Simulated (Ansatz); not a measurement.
# Th3Ge2 (P4/mbm): from the cell to its phonons

Task: relax Th3Ge2 (P4/mbm), then find its harmonic phonons.

Calculated with Ansatz 0.2.0; DFT PBEsol, scalar-relativistic, plane waves, PAW.

This is a report of a sequence of runs, with most program output left out.

## 1. Starting point

It takes space group P4/mbm (No. 127, tetragonal). The conventional cell has a = 7.951 Å, b = 7.951 Å, c = 4.194 Å, α = 90.00°, β = 90.00°, γ = 90.00°. Nearest to Th lie 4 Ge at 3.22 Å and 8 Th at 3.59 Å. Th has 6 Ge at 3.16 to 3.17 Å and 4 Th at 3.59 Å nearest. Ge has 1 Ge at 2.47 Å and 8 Th at 3.16 to 3.22 Å nearest. Farther neighbours are not listed.

## 2. Coarse relaxation

The start is far from rest, so a relaxation with loose tolerances brings it close first.

Contents of input.yaml:

```yaml
crystal:
  lattice:
    - [7.951, 0.0, 0.0]
    - [0.0, 7.951, 0.0]
    - [0.0, 0.0, 4.194]
  atoms:
    - { symbol: Th, position: [0.0, 0.0, 0.0] }
    - { symbol: Th, position: [0.5, 0.5, 0.0] }
    - { symbol: Th, position: [0.18, 0.68, 0.5] }
    - { symbol: Th, position: [0.32, 0.18, 0.5] }
    - { symbol: Th, position: [0.82, 0.32, 0.5] }
    - { symbol: Th, position: [0.68, 0.82, 0.5] }
    - { symbol: Ge, position: [0.39, 0.89, 0.0] }
    - { symbol: Ge, position: [0.11, 0.39, 0.0] }
    - { symbol: Ge, position: [0.61, 0.11, 0.0] }
    - { symbol: Ge, position: [0.89, 0.61, 0.0] }
kpoints:
  mp_grid: { grid: [4, 4, 6] }
hamiltonian:
  xc: pbesol
scf:
  occupations: { method: gaussian, width: 0.1 }
output:
  forces: true
  stress: true
  eigenvalues: true
relax:
  adjacent_minimum: "off"
  f_tol: 0.05
  max_steps: 80
  cell: { stress_tol: 0.5, fix: [volume] }
```

Launch:

```console
> ansatz run input.yaml --threads 16 --pin off --max-ram 61440MiB --backend cuda --events-out ev --progress --plain --runs-dir out
```

It took 6.8 s on 1 × NVIDIA GB200 with 16 threads of Arm Neoverse V2, shared host; peak memory 1.2 GiB; 11 s of CPU time.

The steps of the relaxation:

| step | energy less that of the first step (eV) | largest force component (eV/Å) | pressure (GPa) | volume (Å³) |
| --- | --- | --- | --- | --- |
| 1 | 0.0000 | 0.7580 | -3.32 | 265.14 |
| 2 | -0.1342 | 0.2646 | -3.43 | 265.14 |
| 3 | -0.2056 | 0.0709 | -3.27 | 265.14 |
| 4 | -0.2096 | 0.0288 | -3.27 | 265.14 |
| 5 | -0.2096 | 0.0288 | -3.27 | 265.14 |

The log counts 1 steps on a newly chosen plane-wave basis, not all of them marked here; energy and pressure can jump at such steps.

Forces are held to the 16 operations that the run works with; a distortion that breaks them can't arise in this run.

| conventional cell, symmetrised | before | after | change |
| --- | --- | --- | --- |
| a (Å) | 7.951 | 7.982 | +0.4 % |
| b (Å) | 7.951 | 7.982 | +0.4 % |
| c (Å) | 4.194 | 4.162 | -0.8 % |
| volume (Å³/atom) | 26.51 | 26.51 | +0.0 % |

The atoms that moved most (Å, as changes of fractional coordinates times the final cell):

| atom | dx | dy | dz | length |
| --- | --- | --- | --- | --- |
| Ge8 | 0.079 | -0.079 | 0.000 | 0.111 |
| Ge9 | 0.079 | 0.079 | 0.000 | 0.111 |
| Ge10 | -0.079 | 0.079 | 0.000 | 0.111 |
| Ge7 | -0.079 | -0.079 | 0.000 | 0.111 |
| Th5 | 0.015 | 0.015 | 0.000 | 0.022 |
| Th6 | -0.015 | 0.015 | 0.000 | 0.022 |
| Th3 | -0.015 | -0.015 | 0.000 | 0.022 |
| Th4 | 0.015 | -0.015 | 0.000 | 0.022 |

This step gave:

- pressure: -3.267 GPa
- volume per atom: 26.51 Å³
- gap on the k-mesh: 0 eV

In this step the volume went from 26.51 to 26.51 Å³/atom.

## 3. Relaxation

The volume is held at the value of the starting cell, while the atoms and the shape relax as far as symmetry allows.

Contents of input.yaml:

```yaml
crystal:
  lattice:
    - [7.9819304286, 0.0, 0.0]
    - [0.0, 7.9819304286, 0.0]
    - [0.0, 0.0, 4.1615590064]
  atoms:
    - { symbol: Th, position: [0.0, 0.0, 0.0] }
    - { symbol: Th, position: [0.5, 0.5, 0.0] }
    - { symbol: Th, position: [0.1780598634, 0.6780598634, 0.5] }
    - { symbol: Th, position: [0.3219401366, 0.1780598634, 0.5] }
    - { symbol: Th, position: [0.8219401366, 0.3219401366, 0.5] }
    - { symbol: Th, position: [0.6780598634, 0.8219401366, 0.5] }
    - { symbol: Ge, position: [0.380140552, 0.880140552, 0.0] }
    - { symbol: Ge, position: [0.119859448, 0.380140552, 0.0] }
    - { symbol: Ge, position: [0.619859448, 0.119859448, 0.0] }
    - { symbol: Ge, position: [0.880140552, 0.619859448, 0.0] }
kpoints:
  mp_grid: { grid: [6, 6, 8] }
hamiltonian:
  xc: pbesol
scf:
  occupations: { method: gaussian, width: 0.1 }
output:
  forces: true
  stress: true
  eigenvalues: true
relax:
  adjacent_minimum: "off"
  f_tol: 0.005
  max_steps: 80
  cell: { stress_tol: 0.05, fix: [volume] }
```

It took 7.8 s on 1 × NVIDIA GB200 with 16 threads; peak memory 1.2 GiB; 17 s of CPU time.

Relaxation path:

| step | energy less that of the first step (eV) | largest force component (eV/Å) | pressure (GPa) | volume (Å³) |
| --- | --- | --- | --- | --- |
| 1 | 0.0000 | 0.0228 | -3.29 | 265.14 |
| 2 | -0.0004 | 0.0113 | -3.27 | 265.14 |
| 3 | -0.0005 | 0.0055 | -3.26 | 265.14 |
| 4 | -0.0005 | 0.0003 | -3.26 | 265.14 |
| 5 | -0.0005 | 0.0003 | -3.26 | 265.14 |

The log counts 1 steps on a newly chosen plane-wave basis, not all of them marked here; energy and pressure can jump at such steps.

The run keeps the 16 symmetry operations that it works with, so distortions that break them were not tested.

| conventional cell, symmetrised | before | after | change |
| --- | --- | --- | --- |
| a (Å) | 7.982 | 7.985 | +0.0 % |
| b (Å) | 7.982 | 7.985 | +0.0 % |
| c (Å) | 4.162 | 4.159 | -0.1 % |
| volume (Å³/atom) | 26.51 | 26.51 | +0.0 % |

Numbers from this step:

```yaml
pressure: -3.255 GPa
```

In this step the volume went from 26.51 to 26.51 Å³/atom.

## 4. Relaxing to small forces for the phonons

At the same fixed volume the relaxation is repeated with tight tolerances, on the k mesh and occupations of the phonon run that follows.

Contents of input.yaml:

```yaml
crystal:
  lattice:
    - [7.9846938268, 0.0, 0.0]
    - [0.0, 7.9846938268, 0.0]
    - [0.0, 0.0, 4.1586789825]
  atoms:
    - { symbol: Th, position: [0.0, 0.0, 0.0] }
    - { symbol: Th, position: [0.5, 0.5, 0.0] }
    - { symbol: Th, position: [0.177587816, 0.677587816, 0.5] }
    - { symbol: Th, position: [0.322412184, 0.177587816, 0.5] }
    - { symbol: Th, position: [0.822412184, 0.322412184, 0.5] }
    - { symbol: Th, position: [0.677587816, 0.822412184, 0.5] }
    - { symbol: Ge, position: [0.3794351037, 0.8794351037, 0.0] }
    - { symbol: Ge, position: [0.1205648963, 0.3794351037, 0.0] }
    - { symbol: Ge, position: [0.6205648963, 0.1205648963, 0.0] }
    - { symbol: Ge, position: [0.8794351037, 0.6205648963, 0.0] }
kpoints:
  mp_grid: { grid: [6, 6, 8] }
hamiltonian:
  xc: pbesol
scf:
  occupations: { method: methfessel_paxton, width: 0.2 }
output:
  forces: true
  stress: true
  eigenvalues: true
relax:
  adjacent_minimum: "off"
  f_tol: 0.001
  max_steps: 60
  cell: { stress_tol: 0.01, fix: [volume] }
```

It took 5.9 s on 1 × NVIDIA GB200 with 16 threads; peak memory 1.1 GiB.

Little changed from the start: no atom moved by 0.005 Å and no cell edge by 0.1 %.

This step gave:

| Item | Value |
| --- | --- |
| pressure | -3.266 GPa |

The largest force component left is 0.28 meV/Å. The volume is held at 26.51 Å³/atom, so a pressure of -3.27 GPa remains at this level.

## 5. Zone-centre response

The zone centre comes first: it holds the modes that light can see, as far as symmetry allows. No field response is asked, since the mesh shows no gap.

Contents of input.yaml:

```yaml
crystal:
  lattice:
    - [7.9860957367, 0.0, 0.0]
    - [0.0, 7.9860957367, 0.0]
    - [0.0, 0.0, 4.1572190497]
  atoms:
    - { symbol: Th, position: [0.0, 0.0, 0.0] }
    - { symbol: Th, position: [0.5, 0.5, 0.0] }
    - { symbol: Th, position: [0.1776028266, 0.6776028266, 0.5] }
    - { symbol: Th, position: [0.3223971734, 0.1776028266, 0.5] }
    - { symbol: Th, position: [0.8223971734, 0.3223971734, 0.5] }
    - { symbol: Th, position: [0.6776028266, 0.8223971734, 0.5] }
    - { symbol: Ge, position: [0.379443491, 0.879443491, 0.0] }
    - { symbol: Ge, position: [0.120556509, 0.379443491, 0.0] }
    - { symbol: Ge, position: [0.620556509, 0.120556509, 0.0] }
    - { symbol: Ge, position: [0.879443491, 0.620556509, 0.0] }
kpoints:
  mp_grid: { grid: [6, 6, 8] }
hamiltonian:
  xc: pbesol
scf:
  occupations: { method: methfessel_paxton, width: 0.2 }
output:
  eigenvalues: true
phonons:
  method: dfpt
```

The job ended after 21 s (1 × NVIDIA GB200 with 16 threads; peak memory 8.9 GiB).

Numbers from this step:

| Quantity | Value |
| --- | --- |
| sum-rule residual before enforcement | 1.87e-5 eV/Å² |
| point group | 4/mmm |
| highest optical mode at the zone centre (no LO-TO term) | 173.9 cm⁻¹ |
| lowest optical zone-centre mode | 64.01 cm⁻¹ |

Patterns of degenerate modes are one choice out of their space. Modes at Γ, with each element's share of the kinetic energy:

| mode | frequency (cm⁻¹) | symmetry | Th % | Ge % |
| --- | --- | --- | --- | --- |
| 1 | 0.0 | acoustic | 83 | 17 |
| 2 | 0.0 | acoustic | 83 | 17 |
| 3 | 0.0 | acoustic | 83 | 17 |
| 4 | 64.0 | A1u | 100 | 0 |
| 5 | 67.9 | A1g | 83 | 17 |
| 6 | 73.3 | B1g | 93 | 7 |
| 7 | 77.3 | Eu | 94 | 6 |
| 8 | 77.3 | Eu | 94 | 6 |
| 9 | 77.6 | A2g | 91 | 9 |
| 10 | 81.5 | A2u | 92 | 8 |
| 11 | 81.7 | Eg | 89 | 11 |
| 12 | 81.7 | Eg | 89 | 11 |
| 13 | 89.5 | Eu | 94 | 6 |
| 14 | 89.5 | Eu | 94 | 6 |
| 15 | 96.0 | B1u | 100 | 0 |
| 16 | 99.8 | B2g | 100 | 0 |
| 17 | 101.4 | Eu | 97 | 3 |
| 18 | 101.4 | Eu | 97 | 3 |
| 19 | 139.7 | B1u | 0 | 100 |
| 20 | 147.4 | Eu | 15 | 85 |
| 21 | 147.4 | Eu | 15 | 85 |
| 22 | 149.2 | Eg | 11 | 89 |
| 23 | 149.2 | Eg | 11 | 89 |
| 24 | 150.0 | A2g | 9 | 91 |
| 25 | 151.5 | B1g | 7 | 93 |
| 26 | 152.7 | Eu | 17 | 83 |
| 27 | 152.7 | Eu | 17 | 83 |
| 28 | 153.6 | A2u | 26 | 74 |
| 29 | 173.0 | A1g | 17 | 83 |
| 30 | 173.9 | B2g | 0 | 100 |

Displacements in mode 4 (64.0 cm⁻¹), the largest set to 1:
```
Th1  0.00  0.00  1.00
Th2  0.00  0.00 -1.00
Th3  0.00  0.00  0.00
Th4  0.00  0.00  0.00
Th5  0.00  0.00  0.00
Th6  0.00  0.00  0.00
Ge7  0.00  0.00  0.00
Ge8  0.00  0.00  0.00
Ge9  0.00  0.00  0.00
Ge10 0.00  0.00  0.00
```

Displacements in mode 22 (149.2 cm⁻¹), the largest set to 1:
```
Th1  0.00  0.00  0.00
Th2  0.00  0.00  0.00
Th3  0.00  0.00 -0.20
Th4  0.00  0.00  0.01
Th5  0.00  0.00  0.20
Th6  0.00  0.00 -0.01
Ge7  0.00  0.00  1.00
Ge8  0.00  0.00 -0.07
Ge9  0.00  0.00 -1.00
Ge10 0.00  0.00  0.07
```

Before it was imposed, the acoustic sum rule was missed by 1.9e-5 eV/Å². Small misses are needed for a sound result but don't prove that mesh and cutoff are converged. The lowest optical mode is real, 64.0 cm⁻¹.

## 6. Phonons on a q mesh

Stability and thermal properties need the whole zone. Linear response on a 2×2×4 q mesh gives force constants as far as a supercell of that size would.

input.yaml, as its differences from that of step 5:

```diff
@@ -26 +26,9 @@
   method: dfpt
+  qmesh: [2, 2, 4]
+  temperatures: { t_max: 400, t_step: 50 }
+  qpath:
+    path:
+      - [[0.0, 0.0, 0.0], [0.0, 0.5, 0.0], [0.5, 0.5, 0.0], [0.0, 0.0, 0.0], [0.0, 0.0, 0.5], [0.0, 0.5, 0.5], [0.5, 0.5, 0.5], [0.0, 0.0, 0.5]]
+      - [[0.0, 0.5, 0.0], [0.0, 0.5, 0.5]]
+      - [[0.5, 0.5, 0.0], [0.5, 0.5, 0.5]]
+    npoints: 10
```

Elapsed: 42 s, on 1 × NVIDIA GB200 with 16 threads; peak memory 8.8 GiB.

Numbers from this step:

- sum-rule residual before enforcement: 1.86e-5 eV/Å²
- lowest frequency on the path: 0 cm⁻¹
- highest frequency on the path or at a solved wavevector: 174.3 cm⁻¹
- mean frequency: 107.6 cm⁻¹
- Debye temperature (second moment): 214 K
- logarithmic mean frequency: 99.2 cm⁻¹
- lowest mode on the q mesh (acoustic modes at Γ apart): 36.22 cm⁻¹
- zero-point energy per atom: 20 meV
- heat capacity at 300 K: 24.32 J/(mol atoms K)
- vibrational entropy at 300 K: 43.80 J/(mol atoms K)
- edges of the widest gap between branches, on path and mesh: 105.9, 139.5 cm⁻¹

Frequencies (cm⁻¹) solved at each irreducible wavevector; negative means imaginary. Frequencies by wavevector, by row:

| q in reciprocal lattice units | star | mode 1 | mode 2 | mode 3 | mode 4 | mode 28 | mode 29 | mode 30 |
| --- | --- | --- | --- | --- | --- | --- | --- | --- |
| 0 0 0 | 1 | 0 | 0 | 0 | 64 | 153.6 | 173 | 173.9 |
| 0 0 0.25 | 2 | 45.8 | 45.8 | 52.1 | 53.7 | 155.3 | 172.2 | 173.6 |
| 0 0 -0.5 | 1 | 36.2 | 55.5 | 68 | 68 | 157 | 169.3 | 171.1 |
| 0 -0.5 0 | 2 | 38.3 | 38.3 | 46.8 | 46.8 | 153.6 | 173.1 | 173.1 |
| 0 -0.5 0.25 | 4 | 40.8 | 40.8 | 58.2 | 58.2 | 155.3 | 172.3 | 172.3 |
| 0 -0.5 -0.5 | 2 | 44.5 | 44.5 | 72.6 | 72.6 | 154.9 | 170.2 | 170.2 |
| -0.5 -0.5 0 | 1 | 55.2 | 55.2 | 58.6 | 58.6 | 153.3 | 172.9 | 172.9 |
| -0.5 -0.5 0.25 | 2 | 44.7 | 44.7 | 61.7 | 61.7 | 155.2 | 171.8 | 171.8 |
| -0.5 -0.5 -0.5 | 1 | 36.5 | 36.5 | 78.1 | 78.1 | 155.3 | 171.2 | 171.2 |

Interpolated from a 2×2×4 q mesh. Phonon branches along the path, in cm⁻¹:

| point | branch 1 | branch 2 | branch 3 | branch 4 | branch 27 | branch 28 | branch 29 | branch 30 |
| --- | --- | --- | --- | --- | --- | --- | --- | --- |
| Γ | 0 | 0 | 0 | 64 | 153 | 154 | 173 | 174 |
| halfway | 19 | 24 | 37 | 57 | 153 | 154 | 173 | 174 |
| X | 38 | 38 | 47 | 47 | 154 | 154 | 173 | 173 |
| halfway | 46 | 46 | 52 | 52 | 154 | 154 | 173 | 173 |
| M | 55 | 55 | 59 | 59 | 153 | 153 | 173 | 173 |
| halfway | 31 | 34 | 49 | 58 | 154 | 154 | 173 | 173 |
| Γ | 0 | 0 | 0 | 64 | 153 | 154 | 173 | 174 |
| halfway | 46 | 46 | 52 | 54 | 155 | 155 | 172 | 174 |
| Z | 36 | 56 | 68 | 68 | 157 | 157 | 169 | 171 |
| halfway | 38 | 52 | 70 | 72 | 156 | 156 | 169 | 171 |
| R | 44 | 44 | 73 | 73 | 155 | 155 | 170 | 170 |
| halfway | 40 | 40 | 76 | 76 | 155 | 155 | 171 | 171 |
| A | 36 | 36 | 78 | 78 | 155 | 155 | 171 | 171 |
| halfway | 38 | 47 | 73 | 74 | 156 | 156 | 170 | 171 |
| Z | 36 | 56 | 68 | 68 | 157 | 157 | 169 | 171 |
| jump to X | 38 | 38 | 47 | 47 | 154 | 154 | 173 | 173 |
| halfway | 41 | 41 | 58 | 58 | 155 | 155 | 172 | 172 |
| R | 44 | 44 | 73 | 73 | 155 | 155 | 170 | 170 |
| jump to M | 55 | 55 | 59 | 59 | 153 | 153 | 173 | 173 |
| halfway | 45 | 45 | 62 | 62 | 155 | 155 | 172 | 172 |
| A | 36 | 36 | 78 | 78 | 155 | 155 | 171 | 171 |

Tetrahedra on a 8×8×16 mesh, mean over bins of 2 cm-1. Interpolated from a 2×2×4 q mesh. Table of phonon density of states by wavenumber; read off at these points:

| wavenumber (cm⁻¹) | phonon density of states (1/cm⁻¹/cell) |
| --- | --- |
| 1.0 | 2.0e-5 |
| 5.0 | 3.3e-4 |
| 11.0 | 0.00243 |
| 15.0 | 0.00538 |
| 19.0 | 0.00843 |
| 25.0 | 0.0162 |
| 29.0 | 0.0224 |
| 33.0 | 0.0314 |
| 39.0 | 0.136 |
| 43.0 | 0.155 |
| 49.0 | 0.0847 |
| 53.0 | 0.0941 |
| 57.0 | 0.0817 |
| 63.0 | 0.137 |
| 67.0 | 0.214 |
| 71.0 | 0.344 |
| 77.0 | 0.440 |
| 81.0 | 0.529 |
| 85.0 | 0.543 |
| 89.0 | 0.713 |
| 91.0 | 0.399 |
| 95.0 | 0.374 |
| 99.0 | 0.279 |
| 105.0 | 0.00358 |
| 109.0 | 0 |
| 113.0 | 0 |
| 119.0 | 0 |
| 123.0 | 0 |
| 127.0 | 0 |
| 133.0 | 0 |
| 137.0 | 0 |
| 143.0 | 0.153 |
| 147.0 | 0.823 |
| 151.0 | 0.946 |
| 153.0 | 0.996 |
| 157.0 | 0.0597 |
| 161.0 | 0 |
| 165.0 | 0 |
| 171.0 | 0.419 |
| 173.0 | 0.537 |
| 175.0 | 0.0106 |

The partial phonon density of states has structure finer than the step of the table below, so its rows give means over 10 cm⁻¹, whole bins alone (the curve runs from -10 to 190 cm⁻¹). Peaks (cm⁻¹: height): Ge 151.9: 0.764, 172.0: 0.323; Th 87.9: 0.578, 151.9: 0.111.

Phonopy on the run's constants, 7x7x13 mesh, Gaussian sigma 2.0 cm-1. Interpolated from a 2×2×4 q mesh. Partial phonon density of states against wavenumber; means over each step; values in 1/cm⁻¹/cell:

| wavenumber (cm⁻¹) | Ge | Th |
| --- | --- | --- |
| 0 | 8.0e-5 | 3.9e-4 |
| 10 | 4.7e-4 | 0.00231 |
| 20 | 0.00169 | 0.00870 |
| 30 | 0.00380 | 0.0229 |
| 40 | 0.00794 | 0.107 |
| 50 | 0.00835 | 0.0887 |
| 60 | 0.0118 | 0.101 |
| 70 | 0.0321 | 0.263 |
| 80 | 0.0346 | 0.411 |
| 90 | 0.0223 | 0.480 |
| 100 | 0.00643 | 0.184 |
| 110 | 3.9e-5 | 0.00204 |
| 120 | 0 | 0 |
| 130 | 6.7e-5 | 2.0e-6 |
| 140 | 0.107 | 0.00868 |
| 150 | 0.648 | 0.0881 |
| 160 | 0.131 | 0.0171 |
| 170 | 0.164 | 0.0139 |
| 180 | 0.0204 | 0.00172 |

Harmonic thermodynamic functions per atom, from the density of states. Interpolated from a 2×2×4 q mesh. Thermodynamic functions, by row:

| T (K) | F_vib (meV/atom) | S (J/mol-atom/K) | C_V (J/mol-atom/K) |
| --- | --- | --- | --- |
| 0 | 20 | 0 | 0 |
| 50 | 18.83 | 7.105 | 12.49 |
| 100 | 12.04 | 18.67 | 20.21 |
| 200 | -16.01 | 34.06 | 23.59 |
| 300 | -56.67 | 43.8 | 24.32 |
| 400 | -105.9 | 50.84 | 24.59 |

Harmonic mean-square displacement, third of the trace. Interpolated from a 2×2×4 q mesh. Mean square displacements, by row:

| T (K) | Th1 U_eq (Å²) | Th2 U_eq (Å²) | Th3 U_eq (Å²) | Th4 U_eq (Å²) | Th5 U_eq (Å²) | Th6 U_eq (Å²) | Ge7 U_eq (Å²) | Ge8 U_eq (Å²) | Ge9 U_eq (Å²) | Ge10 U_eq (Å²) |
| --- | --- | --- | --- | --- | --- | --- | --- | --- | --- | --- |
| 0 | 0.00106 | 0.00106 | 9.50e-4 | 9.50e-4 | 9.50e-4 | 9.50e-4 | 0.00174 | 0.00174 | 0.00174 | 0.00174 |
| 100 | 0.00272 | 0.00272 | 0.00219 | 0.00219 | 0.00219 | 0.00219 | 0.00277 | 0.00277 | 0.00277 | 0.00277 |
| 300 | 0.00769 | 0.00769 | 0.00611 | 0.00611 | 0.00611 | 0.00611 | 0.00693 | 0.00693 | 0.00693 | 0.00693 |
| 600 | 0.0153 | 0.0153 | 0.01212 | 0.01212 | 0.01212 | 0.01212 | 0.01359 | 0.01359 | 0.01359 | 0.01359 |

Symmetry leaves 9 wavevectors to solve. The lowest mode among them, the acoustic zeros apart, lies at q = (0, 0, -0.5) and is real, 36.2 cm⁻¹.

## 7. Results

- space group after relaxation (within 0.01 Å): P4/mbm
- volume per atom: 26.5 Å³
- electronic character: no gap on this mesh
- highest optical mode at the zone centre (no LO-TO term): 174 cm⁻¹
- lowest optical zone-centre mode: 64.0 cm⁻¹
- lowest mode on the q mesh (acoustic modes at Γ apart): 36.2 cm⁻¹
- highest frequency on the path or at a solved wavevector: 174 cm⁻¹
- zero-point energy per atom: 20 meV
- heat capacity at 300 K: 24.3 J/(mol atoms K)
- vibrational entropy at 300 K: 43.8 J/(mol atoms K)
- Debye temperature (second moment): 214 K
- imaginary modes on the 2×2×4 q mesh: none

**Reading.** The structure is a minimum as far as tested: no mode is imaginary at the 9 irreducible wavevectors of the 2×2×4 mesh, and the softest away from the acoustic zeros lies at 36 cm⁻¹. The optical modes at Γ span 64 to 174 cm⁻¹. The highest mode in this list at Γ, 173.9 cm⁻¹, is mostly motion of Ge (100 % of the kinetic energy). On the path and the mesh, the widest gap between branches runs from 106 to 140 cm⁻¹. The volume was held at that of the database entry and not relaxed, so the modes belong to a cell under -3.27 GPa at this level. With no gap, or one that is small against the smearing, the frequencies hang on the k mesh and the smearing, most of all near Kohn anomalies. Spin-orbit coupling is left out, which can matter for the heavy elements here. A phonon run warned that its eigensolver left some bands unconverged in a pass. These are harmonic frequencies at zero temperature: anharmonic shifts, linewidths and thermal expansion are left out.

[Logs are printed without paths, hosts, clocks, repeated set-up lines and the standing remarks that a program may print on its own settings, such as how far it seeks lower states.]

[Hosts, paths, dates, database ids (printed as entryN), source tags and the programs' standing remarks are cut or masked in the printed files.]
